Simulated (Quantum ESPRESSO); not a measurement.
# KMgF3 (Pm-3m): zone-centre phonons, part 4 of 4

Which modes does KMgF3 (Pm-3m) have at the zone centre?

Quantum ESPRESSO 7.5; DFT LDA, scalar-relativistic, plane waves, PseudoDojo norm-conserving pseudopotentials.

So far. Step 6 (Zone-centre analysis): The rule moves no optical mode by more than 0.3 cm⁻¹. Step 7 (The LO-TO splitting (1 0 0)): The field moves 3 modes; the highest of them now lies at 599 cm⁻¹, where the highest that moved away lay at 516.

### Step 14. Ground state, volume × 1.06

The input, scf.in:

```
&CONTROL
  calculation = 'scf'
  prefix      = 'x'
  outdir      = './tmp'
  pseudo_dir  = './pseudo'
  tprnfor     = .true.
  tstress     = .true.
/
&SYSTEM
  ibrav       = 0
  nat         = 5
  ntyp        = 3
  ecutwfc     = 92.0
  occupations = 'fixed'
  nbnd        = 22
/
&ELECTRONS
  conv_thr         = 1.0d-12
  mixing_beta      = 0.7
  electron_maxstep = 100
/
ATOMIC_SPECIES
 K      39.0983  K.upf
 Mg     24.3050  Mg.upf
 F      18.9984  F.upf
CELL_PARAMETERS angstrom
     3.983572886    0.000000000    0.000000000
     0.000000000    3.983572886    0.000000000
     0.000000000    0.000000000    3.983572886
ATOMIC_POSITIONS crystal
 K      0.500000000   0.500000000   0.500000000
 Mg     0.000000000   0.000000000   0.000000000
 F      0.500000000   0.000000000   0.000000000
 F      0.000000000   0.500000000   0.000000000
 F      0.000000000   0.000000000   0.500000000
K_POINTS automatic
 8 8 8 0 0 0
```

Launch:

```
> OMP_NUM_THREADS=1 mpirun -n 4 pw.x -nk 4 -in scf.in > scf.out
```

The log of the run:

```text
[banners, grids, parts of the stress and lines that vanish by symmetry left out]
[banner, memory and clock lines left out]
Program PWSCF v.7.5

[...]
kinetic-energy cutoff     =      92.0000  Ry
     charge density cutoff     =     368.0000  Ry
     scf convergence threshold =      1.0E-12
[...]
Exchange-correlation= SLA  PW   NOGX NOGC
                           (   1   4   0   0   0   0   0)
[...]
48 Sym. Ops., with inversion, found
[...]
number of k points=    35
[...]
End of self-consistent calculation
[...]
highest occupied, lowest unoccupied level (ev):     2.4779    9.4892
!    total energy              =    -326.58666951 Ry
[...]
convergence has been achieved in  12 iterations
[...]
atom    1 type  1   force =     0.00000000    0.00000000    0.00000000
     atom    2 type  2   force =     0.00000000    0.00000000    0.00000000
     atom    3 type  3   force =     0.00000000    0.00000000    0.00000000
     atom    4 type  3   force =     0.00000000    0.00000000    0.00000000
     atom    5 type  3   force =     0.00000000    0.00000000    0.00000000
     Total force =     0.000000     Total SCF correction =     0.000000
[...]
total   stress  (Ry/bohr**3)                   (kbar)     P=      -44.17
[...]
XML data file, charge density, pseudopotentials, collected wavefunctions
```

It took 20 s on 4 MPI ranks of Arm Neoverse V2, shared host; 80 s of CPU time.

This step gave:

```yaml
volume_per_atom: 12.64 Å³
pressure: -4.417 GPa
gap_on_the_k_mesh: 7.011 eV
```

### Step 15. Linear response at Γ, volume × 1.06

It starts from a fresh copy of the ground state of step 14.

The input, ph.in:

```
phonons
&INPUTPH
  prefix = 'x'
  outdir = './tmp'
  fildyn = 's.dyn'
  tr2_ph = 1.0d-18
  epsil  = .true.
/
0.000000000000 0.000000000000 0.000000000000
```

Launch:

```
> OMP_NUM_THREADS=1 mpirun -n 4 ph.x -nk 4 -in ph.in > ph.out
```

The log of the run:

```text
[banners, grids, parts of the stress and lines that vanish by symmetry left out]
[banner, memory and clock lines left out]
Program PHONON v.7.5

[...]
Exchange-correlation= PW
                           (   1   4   0   0   0   0   0)
[...]
kinetic-energy cut-off    =      92.0000  Ry
     charge density cut-off    =     368.0000  Ry
     convergence threshold     =      1.0E-18
[...]
Exchange-correlation= PW
                           (   1   4   0   0   0   0   0)
[...]
q = (   0.0000000   0.0000000   0.0000000 )
     49 Sym.Ops. (with q -> -q+G )
     G cutoff =  528.2401  (  50733 G-vectors)     FFT grid: ( 45, 45, 45)
     number of k points=    35
[...]
Mode symmetry, O_h (m-3m)  point group:
[...]
Dielectric constant
[...]
End of electric fields calculation
          Dielectric constant in cartesian axis
          (       2.129573725       0.000000000       0.000000000 )
          (       0.000000000       2.129573725       0.000000000 )
          (       0.000000000       0.000000000       2.129573725 )
          Effective charges (d Force / dE) in cartesian axis without acoustic sum rule applied (asr)
           atom    1  K     Mean Z*:        1.18824
      Ex  (        1.18824        0.00000        0.00000 )
      Ey  (        0.00000        1.18824        0.00000 )
      Ez  (        0.00000        0.00000        1.18824 )
           atom    2  Mg    Mean Z*:        2.00690
      Ex  (        2.00690        0.00000        0.00000 )
      Ey  (        0.00000        2.00690        0.00000 )
      Ez  (        0.00000        0.00000        2.00690 )
           atom    3  F     Mean Z*:       -1.06502
      Ex  (       -1.27725        0.00000        0.00000 )
      Ey  (        0.00000       -0.95890        0.00000 )
      Ez  (        0.00000        0.00000       -0.95890 )
           atom    4  F     Mean Z*:       -1.06502
      Ex  (       -0.95890        0.00000        0.00000 )
      Ey  (        0.00000       -1.27725        0.00000 )
      Ez  (        0.00000        0.00000       -0.95890 )
           atom    5  F     Mean Z*:       -1.06502
      Ex  (       -0.95890        0.00000        0.00000 )
      Ey  (        0.00000       -0.95890        0.00000 )
      Ez  (        0.00000        0.00000       -1.27725 )
          Effective charges Sum: Mean:        0.00008
[...]
Effective charges (d Force / dE) in cartesian axis with asr applied:
           atom    1  K     Mean Z*:        1.18823
[...]
atom    2  Mg    Mean Z*:        2.00689
[...]
atom    3  F     Mean Z*:       -1.06504
[...]
atom    4  F     Mean Z*:       -1.06504
[...]
atom    5  F     Mean Z*:       -1.06504
[...]
Representation #   1 modes #   1   2   3
[...]
End of self-consistent calculation
     Convergence has been achieved
     Representation #   2 modes #   4   5   6
[...]
End of self-consistent calculation
     Convergence has been achieved
     Representation #   3 modes #   7   8   9
[...]
End of self-consistent calculation
     Convergence has been achieved
     Representation #   4 modes #  10  11  12
[...]
[... iterations left out ...]
      iter #   6   av.it.:  14.0
      thresh= 4.255E-08 alpha_mix =  0.700 |ddv_scf|^2 =  2.692E-15
```

It took 11 min on 4 MPI ranks.

The run was cut off at its time limit.

### Step 16. Summary of results

```
space group after relaxation                                           : Pm-3m
volume per atom                                                        : 11.9 Å³
gap on the k-mesh                                                      : 7.47 eV
highest optical zone-centre mode (no LO-TO term)                       : 516.2 cm⁻¹
lowest optical zone-centre mode                                        : 155.4 cm⁻¹
highest mode moved by the LO-TO term                                   : 598.9 cm⁻¹
mean high-frequency dielectric constant                                : 2.16
largest Born charge in size (third of the trace)                       : 1.99 e
mean static dielectric constant                                        : 6.64
imaginary optical modes at the zone centre (no q mesh in this session) : none
```

What this shows: At the LDA level the optical modes of KMgF3 (Pm-3m) at the zone centre (no LO-TO term) run from 155 to 516 cm⁻¹. Along the directions run, the highest mode that the macroscopic field moves lies at 599 cm⁻¹. Lattice motion raises the mean dielectric constant from 2.158 to 6.640. Of the 12 optical modes, 9 are infrared active alone and 3 are silent. These are harmonic frequencies at zero temperature: anharmonic shifts and linewidths and thermal expansion are left out.

[Host names and launcher messages were left out of these logs when they were recorded.]

[Logs are printed without paths, hosts, clocks, repeated set-up lines and the standing remarks that a program may print on its own settings, such as how far it seeks lower states.]

[Hosts, paths, dates, database ids (printed as entryN), source tags and the programs' standing remarks are cut or masked in the printed files.]
